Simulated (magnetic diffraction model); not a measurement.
# Li4HoAg: the ordered moment from one line

Space group F-43m (no. 216), a = 7.7330 Å.

| site | atom | x | y | z |
| --- | --- | --- | --- | --- |
| 4a | Ho | 0 | 0 | 0 |
| 4c | Ag | 1/4 | 1/4 | 1/4 |
| 16e | Li | 0.6273 | 0.1273 | 0.1273 |

This is a made-up structure (elements placed in a structure type, unrelaxed), so the numbers test the method and describe no known phase.

Only Ho is taken to order (form factors of Ho3+); orders and moment sizes are assumed, and not adapted to the symmetry. Radiation: neutrons of λ = 2.52 Å, 2° to 100°; isotropic B of 0.21 Å² (Ho), 0.21 Å² (Ag) and 0.45 Å² (Li). The intensities are simulated: I ∝ L Σ (|F_N|² + |F_M⊥|²) for unpolarised neutrons, with F_M = 2.695 fm/μB × Σ f(s) S exp(2πi Q·r) exp(−B s²) at Q = H ± k (one set where k and −k are equivalent), only the part normal to Q counting and L = 1/(sin²θ cos θ). For a modulated order the moment at position r is S exp(−2πi k·r) + c.c., with S = m/2 for a sine wave of amplitude m and S = m(u + iv)/2 for moments turning in a plane, u and v being orthogonal unit vectors in it; the phase factor of the sum at Q = H + k is then exp(2πi H·r). Form factors are spin-only for 3d ions and dipole or tabulated for f ions, scattering lengths are Sears's of 1992, and absorption is left out. A label names one of the reflections at its angle. The strongest nuclear line in the range is 100, and lines under 0.2 are left out.

In a first state the assumed order is k = (0 0.285 0), a sine wave with moments along [001] (amplitudes given), 8.1 μB on Ho, with this pattern:

```csv
2θ (°),index,nuclear,magnetic
5.32,(0 0.285 0),0.0,563.8
29.93,(1 0.715 1),0.0,41.6
32.45,(0 1.715 0),0.0,14.6
32.78,(1 1 1),100.0,0.0
36.28,(1 1.285 1),0.0,33.7
38.04,(2 0 0),1.6,0.0
38.44,(2 0.285 0),0.0,21.0
43.72,(0 2.285 0),0.0,7.9
50.84,(2 1.715 0),0.0,16.3
54.88,(2 2 0),62.2,0.0
55.19,(2 0.285 2),0.0,9.8
59.31,(2 2.285 0),0.0,13.0
59.84,(1 2.715 1),0.0,14.6
63.78,(3 0.715 1),0.0,15.0
65.23,(2 1.715 2),0.0,8.7
65.42,(3 1 1),19.2,0.0
```
(The table stops after 16 lines; 19 more lie at higher angle.)

**Question.** Nearer the ordering temperature the line at 5.32° has total intensity 276.3 on the same scale, and all moments have shrunk alike. How large is the Ho moment?

The nuclear part, 0.0, stays, so the magnetic part is 276.3 against 563.8. It goes as m², so m = 8.1 × √(276.3/563.8) = 5.67 μB; the value used was 5.67 μB.

[Logs are printed without paths, hosts, clocks, repeated set-up lines and the standing remarks that a program may print on its own settings, such as how far it seeks lower states.]
